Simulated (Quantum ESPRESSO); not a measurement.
# Voltage at the next charge: Y(0001), 4 layers against an electrode

Method. Quantum ESPRESSO 7.5, PBEsol, GBRV ultrasoft; ESM with bc3, a metal electrode 6.03 Å above the top atoms; cell area 11.538 Å²; ions fixed. V is the potential energy of an electron at the electrode over the slab's Fermi level, divided by e, so that it equals the work function at zero charge; positive charge removes electrons.

| charge (e a cell) | V (V) |
| --- | --- |
| 0 | 3.341 |
| 0.0173 | 4.272 |
| 0.0346 | 5.253 |

To predict: What is V at a charge of 0.0692 e, and what capacitance do the rows imply?

By hand: The last two rows give dV/dq = (5.253 − 4.272)/(0.0346 − 0.0173) = 56.7 V/e, so C = 1602/(11.538 × 56.7) = 2.45 µF/cm², an effective gap of 8.854/2.45 = 3.62 Å. At constant C, V = 5.253 + 56.7 × 0.0346 = 7.21 V.

**Check.** V = 7.324 V; the estimate misses by −0.11 V, 5.3 % of the step. Over the three intervals C goes 2.58, 2.45 and 2.32 µF/cm²: it falls as electrons leave, the surface charge drawing back towards the atoms.

Caveats: Vacuum fills the gap; a dielectric or electrolyte would change C. The slab is thin.
